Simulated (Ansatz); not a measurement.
# Mg3SiO (model cell, started as antiperovskite): from the cell to its phonons

Wanted: phonon frequencies of Mg3SiO (model cell, started as antiperovskite) and what follows from them.

Calculated with Ansatz 0.2.0; DFT PBEsol, scalar-relativistic, plane waves, PAW; PAW set soft_1.

The structure was built from a prototype and need not be the compound's stable phase.

### 1. The starting structure

The structure is cubic, space group Pm-3m (No. 221). Conventional cell: a = 4.325 Å, b = 4.325 Å, c = 4.325 Å, α = 90.00°, β = 90.00°, γ = 90.00°. Nearest to Si lie 12 Mg at 3.06 Å. Nearest to O lie 6 Mg at 2.16 Å. Nearest to Mg lie 2 O at 2.16 Å and 8 Mg at 3.06 Å and 4 Si at 3.06 Å. Farther neighbours and most contacts between anions are not listed.

### 2. Bringing the structure to rest, smearing width 0.02 eV

The cell and atoms are relaxed, since residual forces and stress would shift the frequencies.

input.yaml reads:

```yaml
crystal:
  lattice:
    - [4.3248, 0.0, 0.0]
    - [0.0, 4.3248, 0.0]
    - [0.0, 0.0, 4.3248]
  atoms:
    - { symbol: Si, position: [0.0, 0.0, 0.0] }
    - { symbol: O, position: [0.5, 0.5, 0.5] }
    - { symbol: Mg, position: [0.5, 0.5, 0.0] }
    - { symbol: Mg, position: [0.5, 0.0, 0.5] }
    - { symbol: Mg, position: [0.0, 0.5, 0.5] }
kpoints:
  mp_grid: { grid: [8, 8, 8] }
hamiltonian:
  xc: pbesol
  pseudopotentials: { kind: paw, azcp: { folder: soft_1 }, xc_functional: pbe }
scf:
  occupations: { method: gaussian, width: 0.02 }
output:
  forces: true
  stress: true
  eigenvalues: true
  write_density: true
  write_potential: true
  elf: true
  volumetric_format: npy
relax:
  adjacent_minimum: "off"
  f_tol: 0.005
  max_steps: 80
  cell: { stress_tol: 0.05 }
```

Command:

```console
$ ansatz run input.yaml --threads 8 --pin off --max-ram 16384MiB --backend cpu --events-out ev --progress --plain --runs-dir out
```

Numbers of over 12 decimals in the logs are rounded to 6 here.

The log of the run:

```text
Engine: ansatz 0.2.0, aarch64-unknown-linux-gnu
Pseudopotentials: kind: paw
Pseudopotential: Si, paw, valence charge 4, recommended cutoff 420 eV (normal), soft_1/Si.paw.azcp
Pseudopotential: O, paw, valence charge 6, recommended cutoff 420 eV (normal), soft_1/O.paw.azcp
Pseudopotential: Mg, paw, valence charge 10, recommended cutoff 420 eV (normal), soft_1/Mg.paw.azcp
Functional definition: PBEsol
  exchange = pbesol_x
  correlation = pbesol_c
Crystal: 5 atoms, lattice volume = 80.891 Å³
Basis set: ecut = 420 eV, 1575 PW (Γ), exchange–correlation on 60×60×60 points (8 copies of the dense FFT grid, shifted against one another)
Bands: 25, of which v1, the nominal top of the filled ones, is band 20 counted from 1 (19 counted from 0)
Symmetry: 48 space group operations
Space group: Pm-3m (ITA 221), of the structure as read, at distance tolerance 4.3e-5 Å
k-points: 35 of 512
Non-local potential: Si, projectors of the file, l = 0: 2, l = 1: 2, l = 2: 1
Non-local potential: O, projectors of the file, l = 0: 2, l = 1: 2, l = 2: 1
Non-local potential: Mg, projectors of the file, l = 0: 3, l = 1: 2, l = 2: 1
PAW form: soft (Blöchl's): semilocal exchange-correlation on the pseudo side does not see the compensation charge
PAW frozen core: Si, regenerated for the run's functional, and the local potential with it (the file was generated under x = pbe(κ = 0.804, μ = 0.219515), c = pbe(β = 0.066725))
PAW frozen core: O, regenerated for the run's functional, and the local potential with it (the file was generated under x = pbe(κ = 0.804, μ = 0.219515), c = pbe(β = 0.066725))
PAW frozen core: Mg, regenerated for the run's functional, and the local potential with it (the file was generated under x = pbe(κ = 0.804, μ = 0.219515), c = pbe(β = 0.066725))
PAW one-centre angular grid: Si, 110 points (default); XC on 64 Gauss nodes
PAW one-centre angular grid: O, 110 points (default); XC on 64 Gauss nodes
PAW one-centre angular grid: Mg, 110 points (default); XC on 64 Gauss nodes
Initial density: superposition of atomic densities (chi_scale 0.1, normalization cell, long waves kept (reshape's long-wave potential 0.01 eV rms))
Initial wavefunctions: pseudopotential atomic-orbital guess
Functional: x = pbesol(κ = 0.804, μ = 0.123457), c = pbesol(β = 0.046)
SCF iter   1: F=—  HF=-6922.934169 eV  |F-HF|=—  |Δ(HF+E_count)|=         —  Δρ=1.02e-1  dr2=1.05e1  ethr=3.10e-3  ⟨swp⟩=6.3  Hψ=4161  notcnv=0
preconditioner: auto → Resta (q_TF=auto, 2.426 Å⁻¹)  ε∞=4.6  [insulator: Δε(μ)=0.173 eV  Ē_g=8.686 eV  σ=0.020 eV  W_gap=1.00  n_scr=18 (ndim 8)  ℏωp=16.5 eV  f_vac=0.000  D(μ)=0.00/eV (n_scr^D=0)  ε∞_Penn≈4.6]
SCF iter   2: F=—  HF=-6921.290617 eV  |F-HF|=—  |Δ(HF+E_count)|=    1.64e0  Δρ=3.08e-2  dr2=1.55e0  ethr=3.10e-3  ⟨swp⟩=2.9  Hψ=1667  notcnv=0  defer=34
SCF iter   3: F=—  HF=-6921.021696 eV  |F-HF|=—  |Δ(HF+E_count)|=   2.69e-1  Δρ=8.05e-3  dr2=1.25e-1  ethr=3.10e-3  ⟨swp⟩=2.3  Hψ=1319  notcnv=0  defer=34
SCF iter   4: F=—  HF=-6920.986591 eV  |F-HF|=—  |Δ(HF+E_count)|=   3.51e-2  Δρ=2.01e-3  dr2=2.90e-3  ethr=3.11e-4  ⟨swp⟩=3.1  Hψ=1362  notcnv=0  defer=33
SCF iter   5: F=—  HF=-6920.985869 eV  |F-HF|=—  |Δ(HF+E_count)|=   7.22e-4  Δρ=6.87e-4  dr2=2.10e-4  ethr=7.24e-6  ⟨swp⟩=2.1  Hψ=1782  notcnv=0  defer=33
SCF iter   6: F=—  HF=-6920.985687 eV  |F-HF|=—  |Δ(HF+E_count)|=   1.82e-4  Δρ=1.55e-4  dr2=1.61e-5  ethr=5.26e-7  ⟨swp⟩=2.0  Hψ=1503  notcnv=0  defer=33
SCF iter   7: F=—  HF=-6920.985306 eV  |F-HF|=—  |Δ(HF+E_count)|=   3.81e-4  Δρ=2.43e-5  dr2=3.91e-7  ethr=4.03e-8  ⟨swp⟩=2.0  Hψ=1544  notcnv=0  defer=33
SCF iter   8: F=-6920.985306 eV  HF=-6920.985306 eV  |F-HF|=2.96e-9  |Δ(HF+E_count)|=   1.05e-7  Δρ=3.52e-6  dr2=9.23e-9  ethr=2.50e-10  ⟨swp⟩=13.7  Hψ=6576  notcnv=0
SCF 1 converged in 8 iterations: F = -6920.985306 eV  dr2 = 9.23e-9
  greatest PAW one-centre occupation: 1.000 electrons in one spin orbital (limit 2), on the Mg atom at site 3 (counted from 0), in its partial waves of l = 0
relax step   1: F+E_penalty+E_count = -6920.98530573 eV  Δ(F+E_penalty+E_count) = +0.000e0 eV  max|allowed force component| = 3.504e-29 eV/Å  Δτ_max = 0.0000 Å  P = -6.609 GPa  Ω = 80.891 Å³  (8 SCF iters, dr2 threshold 1.00e-7 eV, accepted)
Crystal: 5 atoms, lattice volume = 75.532 Å³
Basis set: ecut = 420 eV, 1419 PW (Γ), exchange–correlation on 60×60×60 points (8 copies of the dense FFT grid, shifted against one another)
Initial density: handed on by an earlier stage of this run
Initial wavefunctions: those handed on with the density
iter 1 solved again at ethr=2.92e-5 eV; its pass at ethr=3.10e-3 eV (dr2=1.17e-2 eV) is discarded
SCF iter   1: F=—  HF=-6921.143616 eV  |F-HF|=—  |Δ(HF+E_count)|=         —  Δρ=2.62e-3  dr2=1.17e-2  ethr=2.92e-5  ⟨swp⟩=1.7  Hψ=4608  notcnv=0
preconditioner: auto → Resta (q_TF=auto, 2.454 Å⁻¹)  ε∞=4.9  [insulator: Δε(μ)=0.125 eV  Ē_g=8.069 eV  σ=0.020 eV  W_gap=0.50  n_scr=18 (ndim 8)  ℏωp=16.0 eV  f_vac=0.000  D(μ)=1.32/eV (n_scr^D=6)  ε∞_Penn≈4.9]
SCF iter   2: F=—  HF=-6921.140726 eV  |F-HF|=—  |Δ(HF+E_count)|=   2.89e-3  Δρ=1.64e-3  dr2=3.17e-3  ethr=2.92e-5  ⟨swp⟩=2.0  Hψ=1152  notcnv=0
SCF iter   3: F=—  HF=-6921.139907 eV  |F-HF|=—  |Δ(HF+E_count)|=   8.19e-4  Δρ=8.85e-4  dr2=6.25e-4  ethr=7.94e-6  ⟨swp⟩=2.0  Hψ=1330  notcnv=0
SCF iter   4: F=—  HF=-6921.139771 eV  |F-HF|=—  |Δ(HF+E_count)|=   1.36e-4  Δρ=2.35e-4  dr2=4.39e-5  ethr=1.56e-6  ⟨swp⟩=2.0  Hψ=1171  notcnv=0
SCF iter   5: F=—  HF=-6921.139391 eV  |F-HF|=—  |Δ(HF+E_count)|=   3.80e-4  Δρ=4.13e-5  dr2=1.52e-6  ethr=1.10e-7  ⟨swp⟩=2.0  Hψ=1115  notcnv=0
SCF iter   6: F=-6921.139390 eV  HF=-6921.139390 eV  |F-HF|=6.17e-9  |Δ(HF+E_count)|=   6.38e-7  Δρ=1.01e-5  dr2=6.82e-8  ethr=1.25e-9  ⟨swp⟩=10.0  Hψ=6314  notcnv=0
SCF 2 converged in 6 iterations: F = -6921.139390 eV  dr2 = 6.82e-8
  greatest PAW one-centre occupation: 1.000 electrons in one spin orbital (limit 2), on the Mg atom at site 2 (counted from 0), in its partial waves of l = 0
relax step   2: F+E_penalty+E_count = -6921.13939021 eV  Δ(F+E_penalty+E_count) = -1.541e-1 eV  max|allowed force component| = 6.561e-30 eV/Å  Δτ_max = 0.0000 Å  P = -2.127 GPa  Ω = 75.532 Å³  energy of the carried Pulay correction = +3.421e-3 eV  (6 SCF iters, dr2 threshold 5.00e-7 eV, accepted)
Crystal: 5 atoms, lattice volume = 73.231 Å³
Basis set: ecut = 420 eV, 1365 PW (Γ), exchange–correlation on 60×60×60 points (8 copies of the dense FFT grid, shifted against one another)
iter 1 solved again at ethr=3.80e-6 eV; its pass at ethr=3.10e-3 eV (dr2=1.52e-3 eV) is discarded
SCF iter   1: F=—  HF=-6921.154685 eV  |F-HF|=—  |Δ(HF+E_count)|=         —  Δρ=1.11e-3  dr2=1.52e-3  ethr=3.80e-6  ⟨swp⟩=1.1  Hψ=4548  notcnv=0
preconditioner: auto → Resta (q_TF=auto, 2.467 Å⁻¹)  ε∞=4.9  [insulator: Δε(μ)=0.130 eV  Ē_g=8.260 eV  σ=0.020 eV  W_gap=0.50  n_scr=18 (ndim 8)  ℏωp=16.2 eV  f_vac=0.000  D(μ)=1.32/eV (n_scr^D=6)  ε∞_Penn≈4.9]
SCF iter   2: F=—  HF=-6921.154272 eV  |F-HF|=—  |Δ(HF+E_count)|=   4.13e-4  Δρ=6.43e-4  dr2=4.74e-4  ethr=3.79e-6  ⟨swp⟩=2.0  Hψ=951  notcnv=0
SCF iter   3: F=—  HF=-6921.153788 eV  |F-HF|=—  |Δ(HF+E_count)|=   4.84e-4  Δρ=1.16e-4  dr2=1.42e-5  ethr=1.18e-6  ⟨swp⟩=2.0  Hψ=1080  notcnv=0
SCF iter   4: F=—  HF=-6921.153786 eV  |F-HF|=—  |Δ(HF+E_count)|=   2.31e-6  Δρ=9.42e-5  dr2=4.76e-6  ethr=3.56e-8  ⟨swp⟩=2.0  Hψ=1118  notcnv=0
SCF iter   5: F=—  HF=-6921.153785 eV  |F-HF|=—  |Δ(HF+E_count)|=   1.09e-6  Δρ=2.84e-5  dr2=5.12e-7  ethr=1.19e-8  ⟨swp⟩=2.0  Hψ=1128  notcnv=0
SCF iter   6: F=-6921.153785 eV  HF=-6921.153785 eV  |F-HF|=3.64e-9  |Δ(HF+E_count)|=   1.19e-7  Δρ=4.83e-6  dr2=1.43e-8  ethr=1.25e-9  ⟨swp⟩=9.2  Hψ=5638  notcnv=0
SCF 3 converged in 6 iterations: F = -6921.153785 eV  dr2 = 1.43e-8
  greatest PAW one-centre occupation: 1.000 electrons in one spin orbital (limit 2), on the Mg atom at site 4 (counted from 0), in its partial waves of l = 0
relax step   3: F+E_penalty+E_count = -6921.15378476 eV  Δ(F+E_penalty+E_count) = -1.439e-2 eV  max|allowed force component| = 5.427e-29 eV/Å  Δτ_max = 0.0000 Å  P = +0.403 GPa  Ω = 73.231 Å³  energy of the carried Pulay correction = +4.964e-3 eV  (6 SCF iters, dr2 threshold 5.00e-7 eV, accepted)
[...]
relax step   4: F+E_penalty+E_count = -6921.15397222 eV  Δ(F+E_penalty+E_count) = -1.875e-4 eV  max|allowed force component| = 1.186e-28 eV/Å  Δτ_max = 0.0000 Å  P = -0.017 GPa  Ω = 73.588 Å³  energy of the carried Pulay correction = +4.721e-3 eV  (3 SCF iters, dr2 threshold 4.07e-7 eV, accepted)
[...]
relax step   5: F+E_penalty+E_count = -6921.15106423 eV  Δ(F+E_penalty+E_count) = +2.908e-3 eV  max|allowed force component| = 1.437e-28 eV/Å  Δτ_max = 0.0000 Å  P = -0.089 GPa  Ω = 73.588 Å³  stress off target by 8.90e-2 GPa  SCF on the basis re-selected at this cell (its energy is not comparable with the rows above)  (6 SCF iters)
[...]
relax step   6: F+E_penalty+E_count = -6921.15113638 eV  Δ(F+E_penalty+E_count) = -7.214e-5 eV  max|allowed force component| = 8.835e-30 eV/Å  Δτ_max = 0.0000 Å  P = -0.000 GPa  Ω = 73.512 Å³  energy of the carried Pulay correction = +5.091e-5 eV  (4 SCF iters, dr2 threshold 1.98e-8 eV, accepted)
iter 1 solved again at ethr=6.41e-8 eV; its pass at ethr=3.10e-3 eV (dr2=2.56e-5 eV) is discarded
SCF iter   1: F=—  HF=-6921.151417 eV  |F-HF|=—  |Δ(HF+E_count)|=         —  Δρ=8.07e-6  dr2=1.78e-8  ethr=6.41e-8  ⟨swp⟩=3.7  Hψ=6573  notcnv=0
SCF iter   2: F=—  HF=-6921.151067 eV  |F-HF|=—  |Δ(HF+E_count)|=   3.50e-4  Δρ=3.82e-6  dr2=4.53e-9  ethr=4.44e-11  ⟨swp⟩=3.0  Hψ=1863  notcnv=0
SCF iter   3: F=—  HF=-6921.151067 eV  |F-HF|=—  |Δ(HF+E_count)|=  6.86e-10  Δρ=1.87e-6  dr2=1.25e-9  ethr=1.13e-11  ⟨swp⟩=2.0  Hψ=1117  notcnv=0
SCF iter   4: F=—  HF=-6921.151067 eV  |F-HF|=—  |Δ(HF+E_count)|=  2.05e-10  Δρ=8.14e-7  dr2=3.45e-10  ethr=3.11e-12  ⟨swp⟩=2.0  Hψ=1063  notcnv=0
SCF iter   5: F=-6921.151067 eV  HF=-6921.151067 eV  |F-HF|=3.64e-12  |Δ(HF+E_count)|=  1.73e-11  Δρ=1.70e-7  dr2=1.11e-11  ethr=1.00e-12  ⟨swp⟩=4.7  Hψ=4008  notcnv=0
SCF 7 converged in 5 iterations: F = -6921.151067 eV  dr2 = 1.11e-11
relax step   7: F+E_penalty+E_count = -6921.15106677 eV  Δ(F+E_penalty+E_count) = +6.961e-5 eV  max|allowed force component| = 6.022e-30 eV/Å  Δτ_max = 0.0000 Å  P = -0.001 GPa  Ω = 73.512 Å³  stress off target by 1.20e-3 GPa  SCF on the basis re-selected at this cell (its energy is not comparable with the rows above)  (5 SCF iters)
basis re-selected at this cell: Δ(F+E_penalty+E_count) = +6.961e-5 eV, ΔP = -0.001 GPa vs the last step (what re-selecting the basis moved, of the pressure what is left beyond the Pulay correction that the steps carried, after the strain that the cell walked since its last selection, with what the two solves' SCF thresholds leave and, on support functions, any second-order correction that the steps lacked; it is no m [...]
SCF converged after 5 iterations
Free energy (F): -6921.151067 eV
Harris-Foulkes:  -6921.151067 eV  (|F-HF|=3.64e-12)
Internal energy: -6921.150802 eV  (E = F + TS)
E sigma→0 (E₀):  -6921.150935 eV
Entropy (-TS):   -0.000264 eV (-0.053 meV/atom)
Fermi energy:    8.746936 eV
--- Per-component energies (eV) ---
  E_band       = -988.782139
  E_kinetic    = 423.639941
  E_local      = -5524.443825  (includes V_loc(G=0)·N_el)
  E_nonlocal   = 661.246880
  E_hartree    = 1933.173068
  E_xc         = -208.128075
  E_vxc        = -244.337312  (∫ρ·V_xc dr)
  E_paw        = -1523.850441  (= ΣΔE_a)
  E_vpaw       = -171.234552  (= ΣTr[D̂ρ^β])
  E_aug_tail   = 0.000546  (compensation charges beyond the density's cutoff)
  E_ewald      = -2683.032331
  E_core_change = 0.243436  (= ΣΔE_core)
  E_smearing   = -0.000264  (= −TS)
  E_closure    = -0.000000  (closes the sum)
  Σ components = -6921.151067   (vs F -6921.151067, Δ=0.00e0)
--- Forces (eV/Å), atoms counted from 1 ---
  atom   1  Si     0.00000000    -0.00000000    -0.00000000
  atom   2  O     -0.00000000    -0.00000000     0.00000000
  atom   3  Mg    -0.00000000     0.00000000     0.00000000
  atom   4  Mg     0.00000000    -0.00000000     0.00000000
  atom   5  Mg     0.00000000     0.00000000    -0.00000000
  max |Σ_I F_I| component: 1.27e-29 eV/Å
--- Stress (GPa, compression-positive) ---
       -0.001203       0.000000      -0.000000
        0.000000      -0.001203       0.000000
       -0.000000       0.000000      -0.001203
  P = ⅓ Tr σ = -0.0012 GPa (-0.012 kbar)
--- Band table (eV; the first three rows and the last of 35) ---
  k-point 0: bands = [... 16 lower, 2.4140, 8.2602, 8.2602, 8.2602, 9.3008, 9.3008, 10.5508, 14.4084, ... 1 higher]
  k-point 1: bands = [... 16 lower, 2.4347, 7.1617, 8.2320, 8.2320, 9.4127, 9.9909, 11.3806, 13.9154, ... 1 higher]
  k-point 2: bands = [... 16 lower, 2.5351, 5.7859, 8.1568, 8.1568, 9.7280, 10.6742, 13.2322, 13.2322, ... 1 higher]
  k-point 34: bands = [... 16 lower, 2.2791, 5.2362, 5.2362, 5.2362, 10.4392, 10.4392, 10.4392, 13.2568, ... 1 higher]
--- Relaxed structure (5 steps of the walk, 5 accepted, 2 SCFs on fresh bases) ---
  F+E_penalty+E_count = -6921.15106677 eV   max|allowed force component| = 6.022e-30 eV/Å   (the final SCF, on the basis selected at the relaxed cell)
  cell:  # Å, volume = 73.5122 Å³
    - [4.189091, 0, 0]
    - [0, 4.189091, 0.0]
    - [0, 0.0, 4.189091]
  atoms:
    - { symbol: Si, position: [0, 0, 0] }
    - { symbol: O, position: [0.5, 0.5, 0.5] }
    - { symbol: Mg, position: [0.5, 0.5, 0] }
    - { symbol: Mg, position: [0.5, 0, 0.5] }
    - { symbol: Mg, position: [0, 0.5, 0.5] }
```

Run time: 3.9 s. Hardware: 8 threads of Arm Neoverse V2, shared host; peak memory 0.44 GiB.

Relaxation path:

| step | energy less that of the first step (eV) | largest force component (eV/Å) | pressure (GPa) | volume (Å³) |
| --- | --- | --- | --- | --- |
| 1 | 0.0000 | 0.0000 | -6.61 | 80.89 |
| 2 | -0.1541 | 0.0000 | -2.13 | 75.53 |
| 3 | -0.1685 | 0.0000 | 0.40 | 73.23 |
| 4 | -0.1687 | 0.0000 | -0.02 | 73.59 |
| 5* | -0.1658 | 0.0000 | -0.09 | 73.59 |
| 6 | -0.1658 | 0.0000 | 0.00 | 73.51 |
| 7* | -0.1658 | 0.0000 | 0.00 | 73.51 |

Relaxation steps marked * repeat the geometry before them on a plane-wave basis chosen anew for their cell, so energy and pressure can jump there.

The run keeps the 48 symmetry operations that it works with, so distortions that break them were not tested.

```csv
"conventional cell, symmetrised",before,after,change
a (Å),4.325,4.189,-3.1 %
b (Å),4.325,4.189,-3.1 %
c (Å),4.325,4.189,-3.1 %
volume (Å³/atom),16.18,14.70,-9.1 %
```

Final coordinates:

```
Si O Mg
1.0
     4.18909    0.00000    0.00000
     0.00000    4.18909    0.00000
     0.00000    0.00000    4.18909
Si O Mg
1 1 3
Cartesian
  0.0000 0.0000 0.0000
  2.0945 2.0945 2.0945
  2.0945 2.0945 0.0000
  2.0945 0.0000 2.0945
  0.0000 2.0945 2.0945
```

Numbers from this step:

- pressure: -0.001203 GPa
- volume per atom: 14.70 Å³
- gap on the k-mesh: 0 eV

ELF in the ac plane at fractional y = 0.500, with atoms of O and Mg within 0.2 Å of it. It is the smooth field of the valence electrons, not physical close to the nuclei.

Ten even steps from '_' (0.05) to '@' (0.81), each cell a mean:
```
----::..__::--::--..__..----
----::..____::--::____..----
........______________......
______..::==++**++--..______
::..__..++%%@@@@@@%%--____..
----__..##@@@@%%@@@@++__::--
..--....%%@@**==%%@@**__--::
::--....%%@@%%**@@@@++__::--
--::__..**@@@@@@@@%%==____::
______..--**%%%%##++::______
............................
::::::..____....______..::::
----::..__::------..__..----
----::..__--::..--::__..----
```
Columns run along a (4.2 Å), rows up along c (4.2 Å). Atoms in or near the plane, at fractional coordinates: O at (0.50, 0.50), Mg at (0.50, 0.00), Mg at (0.00, 0.50).

Electrostatic potential energy in the ac plane at fractional y = 0.500, with atoms of O and Mg within 0.2 Å of it. With pseudopotentials it is smooth inside the atoms' cores, unlike the true potential.

Ten even steps from '0' (-81 eV) to '9' (11 eV), each cell a mean:
```
99998510269999
99999754689999
99999988899999
99999999999999
57899987899986
13799855689862
01689644579840
02689754589851
46899976899975
88999999999998
99999988999999
99999866789999
99998621379999
99998400159999
```
Columns run along a (4.2 Å; values clipped at the 3rd and 97th percentile), rows up along c (4.2 Å). Atoms in or near the plane, at fractional coordinates: O at (0.50, 0.50), Mg at (0.50, 0.00), Mg at (0.00, 0.50).

Valence density in the ac plane at fractional y = 0.500, with atoms of O and Mg within 0.2 Å of it. It is the smooth field of the valence electrons, not physical close to the nuclei.

Values in e/Å³, 14 rows by 14 columns, each cell a mean:
```
 0  0  0  0  0  2 11 16  7  1  0  0  0  0
 0  0  0  0  0  0  2  4  1  0  0  0  0  0
 0  0  0  0  0  0  0  0  0  0  0  0  0  0
 0  0  0  0  0  0  0  0  0  0  0  0  0  0
 2  1  0  0  0  1  1  2  1  1  0  0  0  1
11  5  0  0  1  1  4  5  3  1  0  0  1  7
24 12  1  0  1  2  6  8  5  2  0  0  4 16
17  8  1  0  1  2  5  6  4  1  0  0  2 11
 3  1  0  0  0  1  2  2  1  1  0  0  0  2
 0  0  0  0  0  0  1  1  1  0  0  0  0  0
 0  0  0  0  0  0  0  0  0  0  0  0  0  0
 0  0  0  0  0  0  1  1  0  0  0  0  0  0
 0  0  0  0  0  1  8 12  5  1  0  0  0  0
 0  0  0  0  0  3 17 24 11  2  0  0  0  0
```
Columns run along a (4.2 Å), rows up along c (4.2 Å). Atoms in or near the plane, at fractional coordinates: O at (0.50, 0.50), Mg at (0.50, 0.00), Mg at (0.00, 0.50).

In this step the volume went from 16.18 to 14.70 Å³/atom.

### 3. Bringing the structure to rest, smearing width 0.1 eV

The relaxation is repeated from its end, on the mesh and smearing that suit the cell and gap now reached.

Changes to input.yaml since step 2:

```diff
@@ -2,5 +2,5 @@
   lattice:
-    - [4.3248, 0.0, 0.0]
-    - [0.0, 4.3248, 0.0]
-    - [0.0, 0.0, 4.3248]
+    - [4.1890907208, 0.0, 0.0]
+    - [0.0, 4.1890907208, 0.0]
+    - [0.0, 0.0, 4.1890907208]
   atoms:
@@ -17,3 +17,3 @@
 scf:
-  occupations: { method: gaussian, width: 0.02 }
+  occupations: { method: gaussian, width: 0.1 }
 output:
```

The log of the run:

```text
[...]
Crystal: 5 atoms, lattice volume = 73.512 Å³
Basis set: ecut = 420 eV, 1419 PW (Γ), exchange–correlation on 60×60×60 points (8 copies of the dense FFT grid, shifted against one another)
Bands: 25, of which v1, the nominal top of the filled ones, is band 20 counted from 1 (19 counted from 0)
Symmetry: 48 space group operations
[...]
k-points: 35 of 512
[...]
--- Relaxed structure (1 steps of the walk, 1 accepted, 1 SCFs on fresh bases) ---
[...]
cell:  # Å, volume = 73.5122 Å³
    - [4.1890907208, 0.0, 0.0]
    - [0.0, 4.1890907208, 0.0]
    - [0.0, 0.0, 4.1890907208]
  atoms:
    - { symbol: Si, position: [0.0, 0.0, 0.0] }
    - { symbol: O, position: [0.5, 0.5, 0.5] }
    - { symbol: Mg, position: [0.5, 0.5, 0.0] }
    - { symbol: Mg, position: [0.5, 0.0, 0.5] }
    - { symbol: Mg, position: [0.0, 0.5, 0.5] }
[key lines of the parts left out:]
SCF converged after 6 iterations
Free energy (F): -6921.152220 eV
Fermi energy:    8.745677 eV
P = ⅓ Tr σ = 0.0068 GPa (0.068 kbar)
```

It took 1.3 s on 8 threads; peak memory 0.42 GiB.

Little changed from the start: no atom moved by 0.005 Å and no cell edge by 0.1 %.

Numbers from this step:

```yaml
pressure: 0.006793 GPa
```

In this step the volume went from 14.70 to 14.70 Å³/atom.

(Continued in part 2 of 2.)

[Logs are printed without paths, hosts, clocks, repeated set-up lines and the standing remarks that a program may print on its own settings, such as how far it seeks lower states.]

[Hosts, paths, dates, database ids (printed as entryN), source tags and the programs' standing remarks are cut or masked in the printed files.]
